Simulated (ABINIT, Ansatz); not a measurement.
# LiW (Pm-3m): zone-centre phonons, part 2 of 2

Which modes does LiW (Pm-3m) have at the zone centre?

ABINIT 10.8.3; DFT PBE, scalar-relativistic, plane waves, JTH PAW pseudopotentials.

So far. Step 3 (Self-consistent run for the response): The cell stands at -0.54 GPa: the relaxation ran with a smoothed and higher cutoff and on another k mesh. Step 4 (Linear response at Γ): The acoustic modes at Γ come out as far as 7.0 cm⁻¹ from zero, where they should vanish, a small numerical error. The relaxed cell has a = 2.995 Å (conventional setting).

The structure was built from a prototype and need not be the compound's stable phase.

## (5) Modes with the sum rule

anaddb reads the merged derivatives and imposes the acoustic sum rule.

anaddb.abi reads:

```
ddb_filepath "gamma_DDB"
output_file "anaddb.abo"
outdata_prefix "anaddb"
asr 1
chneut 1
enunit 2
eivec 1
nph1l 1
qph1l 0.0 0.0 0.0 1.0
```

mrgddb.in reads:

```
gamma_DDB
merged
1
dfpt_gammao_DDB
```

Launch:

```sh
mrgddb < mrgddb.in > mrgddb.log
OMP_NUM_THREADS=1 anaddb anaddb.abi > anaddb.log
```

Numbers of over 12 decimals in the logs are rounded to 6 here.

anaddb.abo, the main output file:

```text
-outvars_anaddb: echo values of input variables ----------------------

 Miscellaneous information :
      enunit         2
       eivec         1
         asr         1
 First list of wavevector (reduced coord.) :
       nph1l         1
       qph1l
                     0.00000000E+00  0.00000000E+00  0.00000000E+00    1.000E+00

================================================================================

 read the DDB information and perform some checks

  ==== Info on the Cryst% object ====
 Real(R)+Recip(G) space primitive vectors, cartesian coordinates (Bohr,Bohr^-1):
 R(1)=  5.6601624  0.0000000  0.0000000  G(1)=  0.1766734  0.0000000  0.0000000
 R(2)=  0.0000000  5.6601624  0.0000000  G(2)=  0.0000000  0.1766734  0.0000000
 R(3)=  0.0000000  0.0000000  5.6601624  G(3)=  0.0000000  0.0000000  0.1766734
 Unit cell volume ucvol=  1.8133710E+02 bohr^3
 Angles (23,13,12)=  9.00000000E+01  9.00000000E+01  9.00000000E+01 degrees
 Time-reversal symmetry is present
 Reduced atomic positions [iatom, xred, symbol]:
    1)    0.0000000  0.0000000  0.0000000  Li
    2)    0.5000000  0.5000000  0.5000000   W

 DDB file with 1 blocks has been read.

================================================================================

 Treat the first list of vectors

  Phonon wavevector (reduced coordinates) :  0.00000  0.00000  0.00000
 Phonon energies in Hartree :
   0.000000E+00  0.000000E+00  0.000000E+00  2.457923E-03  2.457923E-03
   2.457923E-03
 Phonon energies in meV     :
-  0.000000E+00  0.000000E+00  0.000000E+00  6.688348E+01  6.688348E+01
-  6.688348E+01
 Phonon frequencies in cm-1    :
-  0.000000E+00  0.000000E+00  0.000000E+00  5.394517E+02  5.394517E+02
-  5.394517E+02
 Phonon frequencies in Thz     :
-  0.000000E+00  0.000000E+00  0.000000E+00  1.617235E+01  1.617235E+01
-  1.617235E+01
 Phonon energies in Kelvin  :
-  0.000000E+00  0.000000E+00  0.000000E+00  7.761506E+02  7.761506E+02
-  7.761506E+02

 Eigendisplacements
 (will be given, for each mode : in cartesian coordinates
   for each atom the real part of the displacement vector,
   then the imaginary part of the displacement vector - absolute values smaller than 1.0d-7 are set to zero)
  Mode number    1   Energy    0.000000E+00
 Attention : low frequency mode.
   (Could be unstable or acoustic mode)
-  1  0.00000000E+00  0.00000000E+00  1.69566851E-03
-     0.00000000E+00  0.00000000E+00  0.00000000E+00
-  2  0.00000000E+00  0.00000000E+00  1.69566872E-03
-     0.00000000E+00  0.00000000E+00  0.00000000E+00
  Mode number    2   Energy    0.000000E+00
 Attention : low frequency mode.
   (Could be unstable or acoustic mode)
-  1  0.00000000E+00 -1.69566851E-03  0.00000000E+00
-     0.00000000E+00  0.00000000E+00  0.00000000E+00
-  2  0.00000000E+00 -1.69566872E-03  0.00000000E+00
-     0.00000000E+00  0.00000000E+00  0.00000000E+00
  Mode number    3   Energy    0.000000E+00
 Attention : low frequency mode.
   (Could be unstable or acoustic mode)
-  1  1.69566851E-03  0.00000000E+00  0.00000000E+00
-     0.00000000E+00  0.00000000E+00  0.00000000E+00
-  2  1.69566872E-03  0.00000000E+00  0.00000000E+00
-     0.00000000E+00  0.00000000E+00  0.00000000E+00
  Mode number    4   Energy    2.457923E-03
-  1  0.00000000E+00  0.00000000E+00  8.72693626E-03
-     0.00000000E+00  0.00000000E+00  0.00000000E+00
-  2  0.00000000E+00  0.00000000E+00 -3.29473251E-04
-     0.00000000E+00  0.00000000E+00  0.00000000E+00
  Mode number    5   Energy    2.457923E-03
-  1  9.49897395E-07 -8.72693620E-03  0.00000000E+00
-     0.00000000E+00  0.00000000E+00  0.00000000E+00
-  2  0.00000000E+00  3.29473249E-04  0.00000000E+00
-     0.00000000E+00  0.00000000E+00  0.00000000E+00
  Mode number    6   Energy    2.457923E-03
-  1  8.72693620E-03  9.49897395E-07  0.00000000E+00
-     0.00000000E+00  0.00000000E+00  0.00000000E+00
-  2 -3.29473249E-04  0.00000000E+00  0.00000000E+00
-     0.00000000E+00  0.00000000E+00  0.00000000E+00

 Analysis of degeneracies and characters (maximum tolerance=1.00E-06 a.u.)
 For each vibration mode, or group of modes if degenerate,
 the characters are given for each symmetry operation (see the list in the log file).
 Symmetry characters of vibration mode #   1
       degenerate with vibration modes #   2 to    3
  3.0 -3.0 -1.0  1.0 -1.0  1.0 -1.0  1.0  1.0 -1.0 -1.0  1.0  1.0 -1.0 -1.0  1.0
 -0.0  0.0 -0.0  0.0  0.0 -0.0  0.0 -0.0  1.0 -1.0 -1.0  1.0 -1.0  1.0  1.0 -1.0
 -0.0  0.0  0.0 -0.0  0.0 -0.0 -0.0  0.0  1.0 -1.0  1.0 -1.0 -1.0  1.0 -1.0  1.0
 Symmetry characters of vibration mode #   4
       degenerate with vibration modes #   5 to    6
  3.0 -3.0 -1.0  1.0 -1.0  1.0 -1.0  1.0  1.0 -1.0 -1.0  1.0  1.0 -1.0 -1.0  1.0
 -0.0  0.0 -0.0  0.0  0.0 -0.0  0.0 -0.0  1.0 -1.0 -1.0  1.0 -1.0  1.0  1.0 -1.0
 -0.0  0.0  0.0 -0.0  0.0 -0.0 -0.0  0.0  1.0 -1.0  1.0 -1.0 -1.0  1.0 -1.0  1.0
-
```

It took 0.52 s on 1 thread of Arm Neoverse V1, shared host.

Read from the output:

| Item | Value |
| --- | --- |
| highest optical zone-centre mode (no LO-TO term) | 539.5 cm⁻¹ |
| lowest optical zone-centre mode | 539.5 cm⁻¹ |

No LO-TO term; unit eigenvectors of the mass-weighted matrix, from anaddb's displacements. Modes at Γ, with each element's share of the kinetic energy:

```tsv
mode	frequency (cm⁻¹)	symmetry	Li %	W %
1	0.0	acoustic	4	96
2	0.0	acoustic	4	96
3	0.0	acoustic	4	96
4	539.5	T1u	96	4
5	539.5	T1u	96	4
6	539.5	T1u	96	4
```

Displacements in mode 4 (539.5 cm⁻¹), the largest set to 1:
```
Li1  0.00  0.00  1.00
W2   0.00  0.00 -0.04
```

The rule moves no optical mode by more than 0.1 cm⁻¹.

## (6) Sum rules set otherwise (asr 0)

Without the rule the raw error of the acoustic modes shows.

anaddb.abi: that of step 5 with these lines changed.

```diff
@@ -3,4 +3,4 @@
 outdata_prefix "anaddb"
-asr 1
-chneut 1
+asr 0
+chneut 0
 enunit 2
```

mrgddb.in is that of step 5.

anaddb.abo, the main output file:

```text
-outvars_anaddb: echo values of input variables ----------------------

 Miscellaneous information :
      enunit         2
       eivec         1
      chneut         0
 First list of wavevector (reduced coord.) :
       nph1l         1
       qph1l
                     0.00000000E+00  0.00000000E+00  0.00000000E+00    1.000E+00

================================================================================

 read the DDB information and perform some checks

  ==== Info on the Cryst% object ====
 Real(R)+Recip(G) space primitive vectors, cartesian coordinates (Bohr,Bohr^-1):
 R(1)=  5.6601624  0.0000000  0.0000000  G(1)=  0.1766734  0.0000000  0.0000000
 R(2)=  0.0000000  5.6601624  0.0000000  G(2)=  0.0000000  0.1766734  0.0000000
 R(3)=  0.0000000  0.0000000  5.6601624  G(3)=  0.0000000  0.0000000  0.1766734
 Unit cell volume ucvol=  1.8133710E+02 bohr^3
 Angles (23,13,12)=  9.00000000E+01  9.00000000E+01  9.00000000E+01 degrees
 Time-reversal symmetry is present
 Reduced atomic positions [iatom, xred, symbol]:
    1)    0.0000000  0.0000000  0.0000000  Li
    2)    0.5000000  0.5000000  0.5000000   W

 DDB file with 1 blocks has been read.

================================================================================

 Treat the first list of vectors

  Phonon wavevector (reduced coordinates) :  0.00000  0.00000  0.00000
 Phonon energies in Hartree :
  -3.171178E-05 -3.171178E-05 -3.171178E-05  2.457743E-03  2.457743E-03
   2.457743E-03
 Phonon energies in meV     :
- -8.629215E-01 -8.629215E-01 -8.629215E-01  6.687860E+01  6.687860E+01
-  6.687860E+01
 Phonon frequencies in cm-1    :
- -6.959931E+00 -6.959931E+00 -6.959931E+00  5.394123E+02  5.394123E+02
-  5.394123E+02
 Phonon frequencies in Thz     :
- -2.086535E-01 -2.086535E-01 -2.086535E-01  1.617117E+01  1.617117E+01
-  1.617117E+01
 Phonon energies in Kelvin  :
- -1.001379E+01 -1.001379E+01 -1.001379E+01  7.760939E+02  7.760939E+02
-  7.760939E+02

 Eigendisplacements
 (will be given, for each mode : in cartesian coordinates
   for each atom the real part of the displacement vector,
   then the imaginary part of the displacement vector - absolute values smaller than 1.0d-7 are set to zero)
  Mode number    1   Energy   -3.171178E-05
 Attention : low frequency mode.
   (Could be unstable or acoustic mode)
-  1  0.00000000E+00  0.00000000E+00 -1.69563273E-03
-     0.00000000E+00  0.00000000E+00  0.00000000E+00
-  2  0.00000000E+00  0.00000000E+00 -1.69567007E-03
-     0.00000000E+00  0.00000000E+00  0.00000000E+00
  Mode number    2   Energy   -3.171178E-05
 Attention : low frequency mode.
   (Could be unstable or acoustic mode)
-  1  0.00000000E+00  1.69563273E-03  0.00000000E+00
-     0.00000000E+00  0.00000000E+00  0.00000000E+00
-  2  0.00000000E+00  1.69567007E-03  0.00000000E+00
-     0.00000000E+00  0.00000000E+00  0.00000000E+00
  Mode number    3   Energy   -3.171178E-05
 Attention : low frequency mode.
   (Could be unstable or acoustic mode)
-  1  1.69563273E-03  0.00000000E+00  0.00000000E+00
-     0.00000000E+00  0.00000000E+00  0.00000000E+00
-  2  1.69567007E-03  0.00000000E+00  0.00000000E+00
-     0.00000000E+00  0.00000000E+00  0.00000000E+00
  Mode number    4   Energy    2.457743E-03
-  1  0.00000000E+00  0.00000000E+00  8.72694321E-03
-     0.00000000E+00  0.00000000E+00  0.00000000E+00
-  2  0.00000000E+00  0.00000000E+00 -3.29466298E-04
-     0.00000000E+00  0.00000000E+00  0.00000000E+00
  Mode number    5   Energy    2.457743E-03
-  1  0.00000000E+00  8.72694321E-03  0.00000000E+00
-     0.00000000E+00  0.00000000E+00  0.00000000E+00
-  2  0.00000000E+00 -3.29466298E-04  0.00000000E+00
-     0.00000000E+00  0.00000000E+00  0.00000000E+00
  Mode number    6   Energy    2.457743E-03
-  1  8.72694321E-03  0.00000000E+00  0.00000000E+00
-     0.00000000E+00  0.00000000E+00  0.00000000E+00
-  2 -3.29466298E-04  0.00000000E+00  0.00000000E+00
-     0.00000000E+00  0.00000000E+00  0.00000000E+00

 Analysis of degeneracies and characters (maximum tolerance=1.00E-06 a.u.)
 For each vibration mode, or group of modes if degenerate,
 the characters are given for each symmetry operation (see the list in the log file).
 Symmetry characters of vibration mode #   1
       degenerate with vibration modes #   2 to    3
  3.0 -3.0 -1.0  1.0 -1.0  1.0 -1.0  1.0  1.0 -1.0 -1.0  1.0  1.0 -1.0 -1.0  1.0
  0.0 -0.0  0.0  0.0  0.0  0.0 -0.0  0.0  1.0 -1.0 -1.0  1.0 -1.0  1.0  1.0 -1.0
  0.0  0.0 -0.0  0.0  0.0  0.0  0.0 -0.0  1.0 -1.0  1.0 -1.0 -1.0  1.0 -1.0  1.0
 Symmetry characters of vibration mode #   4
       degenerate with vibration modes #   5 to    6
  3.0 -3.0 -1.0  1.0 -1.0  1.0 -1.0  1.0  1.0 -1.0 -1.0  1.0  1.0 -1.0 -1.0  1.0
 -0.0  0.0  0.0 -0.0 -0.0  0.0  0.0 -0.0  1.0 -1.0 -1.0  1.0 -1.0  1.0  1.0 -1.0
 -0.0  0.0 -0.0  0.0  0.0 -0.0  0.0 -0.0  1.0 -1.0  1.0 -1.0 -1.0  1.0 -1.0  1.0
-
```

Run time: 0.49 s. Hardware: 1 thread.

Read from the output:

```yaml
highest_optical_zone_centre_mode_no_lo_to_term: 539.4 cm⁻¹
lowest_optical_zone_centre_mode: 539.4 cm⁻¹
```

Zone-centre frequencies as printed; negative means imaginary. Modes:

```tsv
mode	frequency (cm⁻¹)
1	-6.96
2	-6.96
3	-6.96
4	539.4
5	539.4
6	539.4
```

## (7) The same in Ansatz

The same cell goes through another code, with its own cutoff.

This step: DFT PBE, scalar-relativistic, plane waves, JTH PAW (Ansatz 0.2.0).

input.yaml reads:

```yaml
crystal:
  lattice:
    - [2.9952289364, 0.0, 0.0]
    - [0.0, 2.9952289364, 0.0]
    - [0.0, 0.0, 2.9952289364]
  atoms:
    - { symbol: Li, position: [0.0, 0.0, 0.0] }
    - { symbol: W, position: [0.5, 0.5, 0.5] }
kpoints:
  mp_grid: { grid: [12, 12, 12] }
hamiltonian:
  xc: pbe
  pseudopotentials: { kind: paw, source: jth }
scf:
  occupations: { method: fermi_dirac, width: 0.27211 }
output:
  eigenvalues: true
phonons:
  method: dfpt
```

Launch:

```sh
ansatz run input.yaml --threads 4 --pin off --max-ram 8192MiB --backend cpu --events-out ev --progress --plain --runs-dir out
```

The program printed:

```text
Warning: <dir> the checks of this Li dataset prove no rule for summing its radial tables, as where they were carried onto another mesh than they were made on, and Gregory's rule is taken, under which a leading mesh point left out moves its sums only by what lay on the interval it spanned. That does not make them correct, and they differ from Quantum ESPRESSO's on this file; a re-export a fraction of a mesh step off can move them. hamiltonian.pseudopotentials.radial_quadrature: simpson_from_first_knot sums it by `pw.x`'s rule; on a PAW file no value gives `pw.x`'s numbers. What more to know: hamiltonian.pseudopotentials.radial_quadrature, in the input reference
Warning: <dir> the checks of this W dataset prove no rule for summing its radial tables, as where they were carried onto another mesh than they were made on, and Gregory's rule is taken, under which a leading mesh point left out moves its sums only by what lay on the interval it spanned. That does not make them correct, and they differ from Quantum ESPRESSO's on this file; a re-export a fraction of a mesh step off can move them. hamiltonian.pseudopotentials.radial_quadrature: simpson_from_first_knot sums it by `pw.x`'s rule; on a PAW file no value gives `pw.x`'s numbers. What more to know: hamiltonian.pseudopotentials.radial_quadrature, in the input reference
band count auto-derived: 14 (N_el = 17.0; filled up to band 9; 13 by the electrons, moments and atoms)
Engine: ansatz 0.2.0, aarch64-unknown-linux-gnu
Pseudopotentials: kind: paw
Pseudopotential: Li, paw, valence charge 3, recommended cutoff 1170 eV (normal), Li.paw.azcp
Pseudopotential: W, paw, valence charge 14, recommended cutoff 1290 eV (normal), W.paw.azcp
Functional definition: PBE
  parameter kappa = 0.804
  parameter beta = 0.066725
  exchange = pbe_x(kappa = kappa, mu = beta*pi^2/3)
  correlation = pbe_c(beta = beta)
Crystal: 2 atoms, lattice volume = 26.871 Å³
Basis set: ecut = 1290 eV, 2801 PW (Γ), exchange–correlation on 72×72×72 points (8 copies of the dense FFT grid, shifted against one another)
Bands: 14, of which v1, the nominal top of the filled ones, is band 9 counted from 1 (8 counted from 0)
Symmetry: 48 space group operations
k-points: 196 of 1728 (irreducible under 8 space group operations, time reversal used)
Non-local potential: Li, projectors of the file, l = 0: 3, l = 1: 2
Non-local potential: W, projectors of the file, l = 0: 2, l = 1: 2, l = 2: 2
PAW form: soft (Blöchl's): semilocal exchange-correlation on the pseudo side does not see the compensation charge
PAW one-centre angular grid: Li, 110 points (default); XC on 64 Gauss nodes
PAW one-centre angular grid: W, 590 points (default); XC on 131 of its mesh's 977 points in the sphere
Initial density: superposition of atomic densities (chi_scale 0.1, normalization cell, long waves kept (reshape's long-wave potential 0.00 eV rms))
Initial wavefunctions: pseudopotential atomic-orbital guess
Functional: x = pbe(κ = 0.804, μ = 0.219515), c = pbe(β = 0.066725)
SCF iter   1: F=—  HF=-10547.297632 eV  |F-HF|=—  |Δ(HF+E_count)|=         —  Δρ=6.72e-2  dr2=1.85e0  ethr=3.10e-3  ⟨swp⟩=6.2  Hψ=18244  notcnv=0
preconditioner: auto → none  [metal: Δε(μ)=0.020 eV  Ē_g=8.075 eV  σ=0.272 eV  W_gap=0.02  n_scr=6 (ndim 8)  ℏωp=19.0 eV  f_vac=0.000  D(μ)=1.46/eV (n_scr^D=18)  sad-step TF]
SCF iter   2: F=—  HF=-10546.694415 eV  |F-HF|=—  |Δ(HF+E_count)|=   6.03e-1  Δρ=3.67e-2  dr2=5.26e-1  ethr=3.10e-3  ⟨swp⟩=2.0  Hψ=6860  notcnv=0
SCF iter   3: F=—  HF=-10546.505699 eV  |F-HF|=—  |Δ(HF+E_count)|=   1.89e-1  Δρ=9.87e-3  dr2=3.26e-2  ethr=3.09e-3  ⟨swp⟩=2.2  Hψ=4786  notcnv=0
SCF iter   4: F=—  HF=-10546.503618 eV  |F-HF|=—  |Δ(HF+E_count)|=   2.08e-3  Δρ=1.94e-3  dr2=1.31e-3  ethr=1.92e-4  ⟨swp⟩=2.3  Hψ=4601  notcnv=0
SCF iter   5: F=—  HF=-10546.503395 eV  |F-HF|=—  |Δ(HF+E_count)|=   2.24e-4  Δρ=3.49e-4  dr2=3.20e-5  ethr=7.72e-6  ⟨swp⟩=2.1  Hψ=3346  notcnv=0
SCF iter   6: F=—  HF=-10546.503395 eV  |F-HF|=—  |Δ(HF+E_count)|=   8.86e-7  Δρ=5.01e-5  dr2=7.11e-7  ethr=1.88e-7  ⟨swp⟩=2.4  Hψ=4217  notcnv=0
SCF iter   7: F=—  HF=-10546.503395 eV  |F-HF|=—  |Δ(HF+E_count)|=   2.69e-7  Δρ=5.13e-6  dr2=9.28e-9  ethr=4.19e-9  ⟨swp⟩=2.3  Hψ=3661  notcnv=0
SCF iter   8: F=-10546.503395 eV  HF=-10546.503395 eV  |F-HF|=7.28e-12  |Δ(HF+E_count)|=   1.40e-9  Δρ=2.12e-7  dr2=7.73e-12  ethr=1.00e-12  ⟨swp⟩=5.3  Hψ=14096  notcnv=0
the search or the solves at the SCF's close seem to have found levels that the self-consistency loop had missed (the run counts 3). By its estimate they hold under 1e-12 electrons; where the run keeps them, the occupations were computed again with them
SCF 1 converged in 8 iterations: F = -10546.503395 eV  dr2 = 7.73e-12
  greatest PAW one-centre occupation: 0.999 electrons in one spin orbital (limit 2), on the W atom at site 1 (counted from 0), in its partial waves of l = 0
DFPT response loops at Γ: preconditioner auto → Kerker (q_TF=auto, 2.528 Å⁻¹) (partly filled bands, converged f_vac=0.000); β = 1.00, the filter's whole step (`scf.mixing.beta` (0.50) is not read by the response loops under this deck's `scf.mixing.preconditioner`; to damp them name `kerker` or `kerker_dos`, under which they read `scf.mixing.beta`, and type it under 1.00, their step now; both keys bind the ground state too); Broyden in place of MSR1
SCF converged after 8 iterations
Free energy (F): -10546.503395 eV
Harris-Foulkes:  -10546.503395 eV  (|F-HF|=7.28e-12)
Internal energy: -10546.115873 eV  (E = F + TS)
E sigma→0 (E₀):  -10546.309634 eV
Entropy (-TS):   -0.387523 eV (-193.761 meV/atom)
Fermi energy:    13.738114 eV
--- Per-component energies (eV) ---
  E_band       = -247.340592
  E_kinetic    = 229.873693
  E_local      = -886.895691  (includes V_loc(G=0)·N_el)
  E_nonlocal   = 179.028529
  E_hartree    = 380.362432
  E_xc         = -224.732387
  E_vxc        = -136.276704  (∫ρ·V_xc dr)
  E_paw        = -8663.689073  (= ΣΔE_a)
  E_vpaw       = -393.795335  (= ΣTr[D̂ρ^β])
  E_aug_tail   = -0.000018  (compensation charges beyond the density's cutoff)
  E_ewald      = -1560.063357
  E_smearing   = -0.387523  (= −TS)
  E_closure    = -0.000000  (closes the sum)
  Σ components = -10546.503395   (vs F -10546.503395, Δ=0.00e0)
--- Band table (eV; the first three rows and the last of 196) ---
  k-point 0: bands = [... 5 lower, 6.6921, 10.9005, 10.9005, 16.4410, 16.4410, 16.4410, 21.7187, 21.7187, ... 1 higher]
  k-point 1: bands = [... 5 lower, 6.8184, 10.9442, 11.0000, 16.1644, 16.1644, 16.4582, 21.4089, 22.1035, ... 1 higher]
  k-point 2: bands = [... 5 lower, 7.1579, 11.0670, 11.2999, 15.5393, 15.5393, 16.5057, 20.6865, 23.0563, ... 1 higher]
  k-point 195: bands = [... 5 lower, 10.3184, 10.3184, 10.3184, 18.3717, 18.3717, 20.2237, 20.2237, 20.2237, ... 1 higher]
--- Phonons (Γ-DFPT): 2 representative perturbations + reference, on 196 of 1728 k-points (Σ response iterations 6) ---
  k mesh reduced under 8 symmetry operations, with k and −k counted as one. Each operation leaves every solved perturbation unchanged. A smaller set is not used because it would not reduce the number of displacements times k-points to solve
  ASR residual: 1.250e-3 → 0.000e0 eV/Å²; symmetrization residual: 3.533e-8 eV/Å²
  ASR residual per site (eV/Å²): 1.01e-5 1.25e-3
  Γ frequencies (cm⁻¹): 0.00 0.00 0.00 539.17 539.17 539.17
  non-analytic LO–TO correction: not included (Born effective charges unavailable; polar crystals: no LO–TO splitting at Γ)
```

Run time: 22 s. Hardware: 4 threads; peak memory 1.1 GiB.

Read from the output:

* sum-rule residual before enforcement: 0.001250 eV/Å²
* highest optical zone-centre mode (no LO-TO term): 539.2 cm⁻¹
* lowest optical zone-centre mode: 539.2 cm⁻¹

## (8) Side by side: ABINIT JTH and Ansatz, JTH

Worked out from the results:

| Quantity | Value |
| --- | --- |
| root-mean-square difference | 0.28 cm⁻¹ |
| largest difference | 0.28 cm⁻¹ |

Frequencies side by side, by row:

```tsv
q (reciprocal lattice)	mode	ABINIT JTH (cm⁻¹)	Ansatz, JTH (cm⁻¹)
0 0 0	1	0	0
0 0 0	2	0	0
0 0 0	3	0	0
0 0 0	4	539.5	539.2
0 0 0	5	539.5	539.2
0 0 0	6	539.5	539.2
```

At the zone centre the largest difference (acoustic modes at Γ apart) is 0.05 % of the highest mode.

## (9) What came out

| Item | Value |
| --- | --- |
| space group after relaxation | Pm-3m |
| volume per atom | 13.4 Å³ |
| highest optical zone-centre mode (no LO-TO term) | 539.5 cm⁻¹ |
| imaginary optical modes at the zone centre (no q mesh in this session) | none |
| largest difference from Ansatz, JTH | 0.28 cm⁻¹ |

In words: At the PBE level the optical modes of LiW (Pm-3m) at the zone centre lie at 539 cm⁻¹. The base run prints -0.54 GPa, mostly the error of a finite basis; the relaxation, with a smoothed and higher cutoff, had brought the cell to rest. ABINIT JTH and Ansatz, JTH agree to 0.28 cm⁻¹ (0.05 % of the highest mode compared) on all solved modes but the acoustic ones at Γ, without the LO-TO term. These are harmonic frequencies: anharmonic shifts and widths and the lattice's thermal expansion are left out. The Fermi-Dirac smearing of 0.01 Ha is an electronic temperature of 3158 K, which adds a pressure of its own and can shift the volume and soft modes. Spin-orbit coupling is left out, which can matter for the heavy elements here. In a metal the frequencies hang on the k mesh and the smearing, most of all near Kohn anomalies. The runs are without spin polarisation, although the cell has an odd electron count or an open d or f shell, so a magnetic state was not tested. The structure is a hypothetical one, built on a prototype.

[Host names and launcher messages were left out of these logs when they were recorded.]

[Logs are printed without paths, hosts, clocks, repeated set-up lines and the standing remarks that a program may print on its own settings, such as how far it seeks lower states.]

[Hosts, paths, dates, database ids (printed as entryN), source tags and the programs' standing remarks are cut or masked in the printed files.]
